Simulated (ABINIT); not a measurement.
## CsPbCl3 (Pm-3m): G0W0 in ABINIT against the wavefunction cutoff in GW

Wanted: the cheapest wavefunction cutoff in GW that holds the gap of CsPbCl3 (Pm-3m).

Program: ABINIT 10.8.3. Level of theory: PBE and many-body steps on it, plane waves. Results are calculated unless marked as measured.

## (1) The structure

Symmetry: Pm-3m, No. 221, cubic system. Conventional cell: a = 5.605 Å, b = 5.605 Å, c = 5.605 Å, α = 90.00°, β = 90.00°, γ = 90.00°. Cs has 12 Cl at 3.96 Å nearest. Nearest to Pb lie 6 Cl at 2.80 Å. Nearest to Cl lie 2 Pb at 2.80 Å and 4 Cs at 3.96 Å. Farther neighbours and most contacts between anions are not listed.

The cell and positions come from the Crystallography Open Database and are kept as given unless a step says otherwise. Spin-orbit coupling is left out unless a step names it.

## (2) Screening, 2×2×2 mesh, 154 bands, screening to 130.6 eV

This step: ABINIT 10.8.3; RPA screening on PBE, plane waves, norm-conserving pseudopotentials.

The RPA dielectric matrix is built and inverted for each q.

File run.abi:

```
acell 3*1.0 Angstrom
rprim 
  5.605000000000 0.000000000000 0.000000000000
  0.000000000000 5.605000000000 0.000000000000
  0.000000000000 0.000000000000 5.605000000000
ntypat 3
znucl 55 82 17
natom 5
typat 1 2 3 3 3
xred 
  0.000000000000 0.000000000000 0.000000000000
  0.500000000000 0.500000000000 0.500000000000
  0.500000000000 0.500000000000 0.000000000000
  0.000000000000 0.500000000000 0.500000000000
  0.500000000000 0.000000000000 0.500000000000
pp_dirpath "pseudos"
pseudos "Cs.upf, Pb.upf, Cl.upf"
ecut 25
ngkpt 2 2 2
nshiftk 1
shiftk 0 0 0
kptopt 1
chksymbreak 0
istwfk *1
occopt 1
irdwfk 1
optdriver 3
nband 154
ecuteps 4.8
inclvkb 2
awtr 1
symchi 1
ecutwfn 7.5
indata_prefix "in"
outdata_prefix "out"
tmpdata_prefix "tmp"
```

On the command line:

```sh
$ OMP_NUM_THREADS=1 mpirun -n 8 abinit run.abi > log
```

What it wrote:

```text
.Version 10.8.3 of ABINIT. v10.8.2 released Aug 2026.

 Symmetries : space group Pm -3 m (#221); Bravais cP (primitive cubic)
[... echo of the input left out ...]
== DATASET  1 ==================================================================
-   mpi_nproc: 8, omp_nthreads: 1 (-1 if OMP is not activated)

--- !DatasetInfo
iteration_state: {dtset: 1, }
dimensions: {natom: 5, nkpt: 4, mband: 154, nsppol: 1, nspinor: 1, nspden: 1, mpw: 1189, }
cutoff_energies: {ecut:   7.5, pawecutdg:  -1.0, }
electrons: {nelect:   4.40000000E+01, charge:   0.00000000E+00, occopt:   1.00000000E+00, tsmear:   1.00000000E-02, }

 SCREENING: Calculation of the susceptibility and dielectric matrices

 Based on a program developped by R.W. Godby, V. Olevano, G. Onida, and L. Reining.
 Incorporated in ABINIT by V. Olevano, G.-M. Rignanese, and M. Torrent.
.Using double precision arithmetic ; gwpc =  8

[... cell and pseudopotentials left out ...]
--------------------------------------------------------------------------------

 ==== K-mesh for the wavefunctions ====
 Number of points in the irreducible wedge :     4
[... list of points left out ...]
 Together with 48 symmetry operations and time-reversal symmetry
 yields     8 points in the full Brillouin Zone.

 ==== Q-mesh for the screening function ====
 Number of points in the irreducible wedge :     4
[... list of points left out ...]
 Together with 48 symmetry operations and time-reversal symmetry
 yields     8 points in the full Brillouin Zone.

 setmesh: FFT mesh size selected  =    24x   24x   24
          total number of points  =        13824

 vcoul_init : cutoff-mode = AUXILIARY_FUNCTION
 q-points for optical limit:   1
     1)      0.000010    0.000020    0.000030

- screening: taking advantage of time-reversal symmetry
- Maximum band index for partially occupied states nbvw = 22
- Remaining bands to be divided among processors   nbcw = 132
- Number of bands treated by each node ~16

 Number of electrons calculated from density =   43.2806; Expected =   44.0000
 average of density, n =  0.036423
 r_s =    1.8715
 omega_plasma =   18.4094 [eV]

 calculating chi0 at frequencies [eV] :
  1    0.000000E+00    0.000000E+00
  2    0.000000E+00    1.840945E+01

--------------------------------------------------------------------------------
  q-point number  1        q = ( 0.000000, 0.000000, 0.000000) [r.l.u.]
--------------------------------------------------------------------------------
[... chi0 elements left out ...]
 For q-point:  0.000010 0.000020 0.000030
  dielectric constant =   7.1574
  dielectric constant without local fields =   8.2728

  Average fulfillment of the sum rule on Im[epsilon] for q-point    1 :     68.41  [%]
[... wings left out ...]
  q-point number  2        q = ( 0.500000, 0.000000, 0.000000) [r.l.u.]
--------------------------------------------------------------------------------
[... chi0 elements left out ...]
  Average fulfillment of the sum rule on Im[epsilon] for q-point    2 :     77.83  [%]

 [... 2 further q-points ...]
```

Run time: 6.9 s. Hardware: 8 MPI ranks of AMD EPYC 9R45, shared host; peak memory 1 GiB.

Numbers from this step:

```
ε∞ with local fields, on this mesh, along the program's q direction : 7.157
the same without local fields                                       : 8.273
plasma frequency                                                    : 18.41 eV
plane waves in the screening matrix                                 : 619
```

Local fields lower ε∞ by 13 %. On a Γ-centred mesh this coarse the value itself is usually too large, while a short band sum pulls it down.

## (3) 7.5 Ha

This step: G0W0 on PBE, plane waves, norm-conserving pseudopotentials.

run.abi, as its differences from that of step 2:

```diff
@@ -26,8 +26,17 @@
 irdwfk 1
-optdriver 3
+optdriver 4
 nband 154
+gwcalctyp 0
+ecutsigx 7.5
+symsigma 1
+nkptgw 2
+kptgw 
+  0.5000000000 0.5000000000 0.5000000000
+  0.0000000000 0.0000000000 0.0000000000
+bdgw 
+  19 25
+  20 25
 ecuteps 4.8
-inclvkb 2
-awtr 1
-symchi 1
+irdscr 1
+ppmodel 1
 ecutwfn 7.5
```

What it wrote:

```text
.Version 10.8.3 of ABINIT. v10.8.2 released Aug 2026.

 Symmetries : space group Pm -3 m (#221); Bravais cP (primitive cubic)
[... echo of the input left out ...]
== DATASET  1 ==================================================================
-   mpi_nproc: 8, omp_nthreads: 1 (-1 if OMP is not activated)

--- !DatasetInfo
iteration_state: {dtset: 1, }
dimensions: {natom: 5, nkpt: 4, mband: 154, nsppol: 1, nspinor: 1, nspden: 1, mpw: 1189, }
cutoff_energies: {ecut:   7.5, pawecutdg:  -1.0, }
electrons: {nelect:   4.40000000E+01, charge:   0.00000000E+00, occopt:   1.00000000E+00, tsmear:   1.00000000E-02, }

 SIGMA: Calculation of the GW corrections

 Based on a program developped by R.W. Godby, V. Olevano, G. Onida, and L. Reining.
 Incorporated in ABINIT by V. Olevano, G.-M. Rignanese, and M. Torrent.
.Using double precision arithmetic ; gwpc =  8

[... cell and pseudopotentials left out ...]
--------------------------------------------------------------------------------

 ==== K-mesh for the wavefunctions ====
 Number of points in the irreducible wedge :     4
[... list of points left out ...]
 Together with 48 symmetry operations and time-reversal symmetry
 yields     8 points in the full Brillouin Zone.

 ==== Q-mesh for screening function ====
 Number of points in the irreducible wedge :     4
[... list of points left out ...]
 Together with 48 symmetry operations and time-reversal symmetry
 yields     8 points in the full Brillouin Zone.

 vcoul_init : cutoff-mode = AUXILIARY_FUNCTION
 q-points for optical limit:   1
     1)      0.000010    0.000020    0.000030
 setmesh: FFT mesh size selected  =    25x   25x   25
          total number of points  =        15625

 Number of electrons calculated from density =   43.2806; Expected =   44.0000
 average of density, n =  0.036423
 r_s =    1.8715
 omega_plasma =   18.4094 [eV]

 === KS Band Gaps ===
  >>>> For spin  1
   Minimum direct gap =   1.9335 [eV], located at k-point      :   0.5000  0.5000  0.5000
   Fundamental gap    =   1.9335 [eV], Top of valence bands at :   0.5000  0.5000  0.5000
                                       Bottom of conduction at :   0.5000  0.5000  0.5000
 SIGMA fundamental parameters:
 PLASMON POLE MODEL  1
 number of plane-waves for SigmaX                 1189
 number of plane-waves for SigmaC and W            619
 number of plane-waves for wavefunctions          1189
 number of bands                                   154
 number of independent spin polarizations            1
 number of spinorial components                      1
 number of k-points in IBZ                           4
 number of q-points in IBZ                           4
 number of symmetry operations                      48
 number of k-points in BZ                            8
 number of q-points in BZ                            8
 number of frequencies for dSigma/dE                 9
 frequency step for dSigma/dE [eV]                0.25
 number of omega for Sigma on real axis              0
 max omega for Sigma on real axis  [eV]           0.00
 zcut for avoiding poles [eV]                     0.10

 EPSILON^-1 parameters (SCR file):
 dimension of the eps^-1 matrix on file            619
 dimension of the eps^-1 matrix used               619
 number of plane-waves for wavefunctions          1189
 number of bands                                   154
 number of q-points in IBZ                           4
 number of frequencies                               2
 number of real frequencies                          1
 number of imag frequencies                          1

 matrix elements of self-energy operator (all in [eV])

 Perturbative Calculation

--- !SelfEnergy_ee
iteration_state: {dtset: 1, }
kpoint     : [   0.500,    0.500,    0.500, ]
spin       : 1
KS_gap     :    1.933
QP_gap     :    3.040
Delta_QP_KS:    1.106
data: !SigmaeeData |
     Band     E0 <VxcDFT>   SigX SigC(E0)      Z dSigC/dE  Sig(E)    E-E0       E
       19  -0.178 -14.225 -18.422   3.123   0.772  -0.296 -15.055  -0.829  -1.007
       20  -0.178 -14.225 -18.422   3.123   0.772  -0.296 -15.055  -0.829  -1.007
       21  -0.178 -14.225 -18.422   3.123   0.772  -0.296 -15.055  -0.829  -1.007
       22   2.026 -15.450 -17.875   1.748   0.791  -0.263 -15.986  -0.536   1.489
       23   3.959  -9.859  -6.510  -2.654   0.820  -0.220  -9.289   0.570   4.529
       24   3.959  -9.859  -6.510  -2.654   0.820  -0.220  -9.289   0.570   4.529
[...]
--- !SelfEnergy_ee
iteration_state: {dtset: 1, }
kpoint     : [   0.000,    0.000,    0.000, ]
spin       : 1
KS_gap     :    5.875
QP_gap     :    7.080
Delta_QP_KS:    1.205
data: !SigmaeeData |
     Band     E0 <VxcDFT>   SigX SigC(E0)      Z dSigC/dE  Sig(E)    E-E0       E
[...]
23   5.379  -6.313  -2.630  -3.242   0.842  -0.187  -5.941   0.372   5.752
       24   6.319  -6.654  -2.867  -3.110   0.843  -0.187  -6.083   0.570   6.889
       25   6.319  -6.654  -2.867  -3.110   0.843  -0.187  -6.083   0.570   6.889

== END DATASET(S) ==============================================================
================================================================================

 -outvars: echo values of variables after computation  --------
           etotal      0.0000000000E+00
            nband         154
             nkpt           4
          spgroup         221
 [... the other variables as echoed above ...]

 Calculation completed.
```

Run time: 15 s. Hardware: 8 MPI ranks; peak memory 1.6 GiB.

Numbers from this step:

```yaml
g0w0_gap_on_the_points_computed: 3.04 eV
starting_gap_on_the_mesh: 1.933 eV
k_of_the_valence_top: 0.5, 0.5, 0.5
k_of_the_conduction_bottom: 0.5, 0.5, 0.5
z_at_the_valence_top: 0.791
z_at_the_conduction_bottom: 0.82
least_direct_g0w0_gap_on_the_computed_points: 3.04 eV
```

## (4) Screening, 2×2×2 mesh, 154 bands, screening to 130.6 eV

This step: RPA screening on PBE, plane waves, norm-conserving pseudopotentials.

run.abi, as its differences from that of step 3:

```diff
@@ -26,18 +26,9 @@
 irdwfk 1
-optdriver 4
+optdriver 3
 nband 154
-gwcalctyp 0
-ecutsigx 7.5
-symsigma 1
-nkptgw 2
-kptgw 
-  0.5000000000 0.5000000000 0.5000000000
-  0.0000000000 0.0000000000 0.0000000000
-bdgw 
-  19 25
-  20 25
 ecuteps 4.8
-irdscr 1
-ppmodel 1
-ecutwfn 7.5
+inclvkb 2
+awtr 1
+symchi 1
+ecutwfn 12.5
 indata_prefix "in"
```

What it wrote:

```text
.Version 10.8.3 of ABINIT. v10.8.2 released Aug 2026.

 Symmetries : space group Pm -3 m (#221); Bravais cP (primitive cubic)
[... echo of the input left out ...]
== DATASET  1 ==================================================================
-   mpi_nproc: 8, omp_nthreads: 1 (-1 if OMP is not activated)

--- !DatasetInfo
iteration_state: {dtset: 1, }
dimensions: {natom: 5, nkpt: 4, mband: 154, nsppol: 1, nspinor: 1, nspden: 1, mpw: 2517, }
cutoff_energies: {ecut:  12.5, pawecutdg:  -1.0, }
electrons: {nelect:   4.40000000E+01, charge:   0.00000000E+00, occopt:   1.00000000E+00, tsmear:   1.00000000E-02, }

 SCREENING: Calculation of the susceptibility and dielectric matrices

 Based on a program developped by R.W. Godby, V. Olevano, G. Onida, and L. Reining.
 Incorporated in ABINIT by V. Olevano, G.-M. Rignanese, and M. Torrent.
.Using double precision arithmetic ; gwpc =  8

[... cell and pseudopotentials left out ...]
--------------------------------------------------------------------------------

 ==== K-mesh for the wavefunctions ====
 Number of points in the irreducible wedge :     4
[... list of points left out ...]
 Together with 48 symmetry operations and time-reversal symmetry
 yields     8 points in the full Brillouin Zone.

 ==== Q-mesh for the screening function ====
 Number of points in the irreducible wedge :     4
[... list of points left out ...]
 Together with 48 symmetry operations and time-reversal symmetry
 yields     8 points in the full Brillouin Zone.

 setmesh: FFT mesh size selected  =    27x   27x   27
          total number of points  =        19683

 vcoul_init : cutoff-mode = AUXILIARY_FUNCTION
 q-points for optical limit:   1
     1)      0.000010    0.000020    0.000030

- screening: taking advantage of time-reversal symmetry
- Maximum band index for partially occupied states nbvw = 22
- Remaining bands to be divided among processors   nbcw = 132
- Number of bands treated by each node ~16

 Number of electrons calculated from density =   43.9354; Expected =   44.0000
 average of density, n =  0.036974
 r_s =    1.8621
 omega_plasma =   18.5482 [eV]

 calculating chi0 at frequencies [eV] :
  1    0.000000E+00    0.000000E+00
  2    0.000000E+00    1.854818E+01

--------------------------------------------------------------------------------
  q-point number  1        q = ( 0.000000, 0.000000, 0.000000) [r.l.u.]
--------------------------------------------------------------------------------
[... chi0 elements left out ...]
 For q-point:  0.000010 0.000020 0.000030
  dielectric constant =   7.1666
  dielectric constant without local fields =   8.2799

  Average fulfillment of the sum rule on Im[epsilon] for q-point    1 :     68.19  [%]
[... wings left out ...]
  q-point number  2        q = ( 0.500000, 0.000000, 0.000000) [r.l.u.]
--------------------------------------------------------------------------------
[... chi0 elements left out ...]
  Average fulfillment of the sum rule on Im[epsilon] for q-point    2 :     76.84  [%]

 [... 2 further q-points ...]
```

Run time: 9 s. Hardware: 8 MPI ranks; peak memory 1.3 GiB.

This step gave:

```yaml
eps_infinity_with_local_fields_on_this_mesh_along_the_program_s_q_direction: 7.167
the_same_without_local_fields: 8.280
plasma_frequency: 18.55 eV
plane_waves_in_the_screening_matrix: 619
```

## (5) 12.5 Ha

The self-energy is evaluated for the states that the input lists, and the levels follow from it, in one-shot runs by the linearised quasiparticle equation.

This step: G0W0 on PBE, plane waves, norm-conserving pseudopotentials.

run.abi, as its differences from that of step 4:

```diff
@@ -26,8 +26,17 @@
 irdwfk 1
-optdriver 3
+optdriver 4
 nband 154
+gwcalctyp 0
+ecutsigx 12.5
+symsigma 1
+nkptgw 2
+kptgw 
+  0.5000000000 0.5000000000 0.5000000000
+  0.0000000000 0.0000000000 0.0000000000
+bdgw 
+  19 25
+  20 25
 ecuteps 4.8
-inclvkb 2
-awtr 1
-symchi 1
+irdscr 1
+ppmodel 1
 ecutwfn 12.5
```

What it wrote:

```text
.Version 10.8.3 of ABINIT. v10.8.2 released Aug 2026.

 Symmetries : space group Pm -3 m (#221); Bravais cP (primitive cubic)
[... echo of the input left out ...]
== DATASET  1 ==================================================================
-   mpi_nproc: 8, omp_nthreads: 1 (-1 if OMP is not activated)

--- !DatasetInfo
iteration_state: {dtset: 1, }
dimensions: {natom: 5, nkpt: 4, mband: 154, nsppol: 1, nspinor: 1, nspden: 1, mpw: 2517, }
cutoff_energies: {ecut:  12.5, pawecutdg:  -1.0, }
electrons: {nelect:   4.40000000E+01, charge:   0.00000000E+00, occopt:   1.00000000E+00, tsmear:   1.00000000E-02, }

 SIGMA: Calculation of the GW corrections

 Based on a program developped by R.W. Godby, V. Olevano, G. Onida, and L. Reining.
 Incorporated in ABINIT by V. Olevano, G.-M. Rignanese, and M. Torrent.
.Using double precision arithmetic ; gwpc =  8

[... cell and pseudopotentials left out ...]
--------------------------------------------------------------------------------

 ==== K-mesh for the wavefunctions ====
 Number of points in the irreducible wedge :     4
[... list of points left out ...]
 Together with 48 symmetry operations and time-reversal symmetry
 yields     8 points in the full Brillouin Zone.

 ==== Q-mesh for screening function ====
 Number of points in the irreducible wedge :     4
[... list of points left out ...]
 Together with 48 symmetry operations and time-reversal symmetry
 yields     8 points in the full Brillouin Zone.

 vcoul_init : cutoff-mode = AUXILIARY_FUNCTION
 q-points for optical limit:   1
     1)      0.000010    0.000020    0.000030
 setmesh: FFT mesh size selected  =    36x   36x   36
          total number of points  =        46656

 Number of electrons calculated from density =   43.9354; Expected =   44.0000
[...]
number of omega for Sigma on real axis              0
 max omega for Sigma on real axis  [eV]           0.00
 zcut for avoiding poles [eV]                     0.10

 EPSILON^-1 parameters (SCR file):
 dimension of the eps^-1 matrix on file            619
 dimension of the eps^-1 matrix used               619
 number of plane-waves for wavefunctions          2517
 number of bands                                   154
 number of q-points in IBZ                           4
 number of frequencies                               2
 number of real frequencies                          1
 number of imag frequencies                          1

 matrix elements of self-energy operator (all in [eV])

 Perturbative Calculation

--- !SelfEnergy_ee
iteration_state: {dtset: 1, }
kpoint     : [   0.500,    0.500,    0.500, ]
spin       : 1
KS_gap     :    1.933
QP_gap     :    3.110
Delta_QP_KS:    1.177
data: !SigmaeeData |
     Band     E0 <VxcDFT>   SigX SigC(E0)      Z dSigC/dE  Sig(E)    E-E0       E
       19  -0.178 -14.239 -18.487   3.099   0.771  -0.297 -15.125  -0.885  -1.063
       20  -0.178 -14.239 -18.487   3.099   0.771  -0.297 -15.125  -0.885  -1.063
       21  -0.178 -14.239 -18.487   3.099   0.771  -0.297 -15.125  -0.885  -1.063
[...]
--- !SelfEnergy_ee
iteration_state: {dtset: 1, }
kpoint     : [   0.000,    0.000,    0.000, ]
spin       : 1
KS_gap     :    5.875
QP_gap     :    7.113
Delta_QP_KS:    1.239
data: !SigmaeeData |
     Band     E0 <VxcDFT>   SigX SigC(E0)      Z dSigC/dE  Sig(E)    E-E0       E
[...]
24   6.319  -6.641  -2.876  -3.118   0.842  -0.188  -6.096   0.545   6.864
       25   6.319  -6.641  -2.876  -3.118   0.842  -0.188  -6.096   0.545   6.864

== END DATASET(S) ==============================================================
================================================================================

 -outvars: echo values of variables after computation  --------
           etotal      0.0000000000E+00
            nband         154
             nkpt           4
          spgroup         221
 [... the other variables as echoed above ...]

 Calculation completed.
```

The job ended after 15 s (8 MPI ranks; peak memory 1.8 GiB; 2 min of CPU time).

Numbers from this step:

| Quantity | Value |
| --- | --- |
| G0W0 gap on the points computed | 3.111 eV |
| starting gap on the mesh | 1.933 eV |
| k of the valence top | 0.5, 0.5, 0.5 |
| k of the conduction bottom | 0.5, 0.5, 0.5 |
| Z at the valence top | 0.791 |
| Z at the conduction bottom | 0.82 |
| least direct G0W0 gap on the computed points | 3.111 eV |

The gap on the mesh goes from 1.93 eV to 3.11 eV, a correction of +1.18 eV.

(Continued in part 2 of 2.)

[Paths, hosts, dates, memory and timing lines, banners, echoed tables and standing remarks are left out of the program output.]

[Logs are printed without paths, hosts, clocks, repeated set-up lines and the standing remarks that a program may print on its own settings, such as how far it seeks lower states.]

[Runs of the session that timed out or met a known fault of the program may be left out.]

[Hosts, paths, dates, database ids (printed as entryN), source tags and the programs' standing remarks are cut or masked in the printed files.]

[G0W0 gaps are taken among the corrected bands and points alone; a level outside them can change the order at an edge.]

[Where Ansatz stands beside ABINIT at settings called matched, ABINIT's density can come from a denser mesh and the files from another edition; pairs whose starting gaps differed by over 0.03 eV were left out, so agreement reads better than it is.]
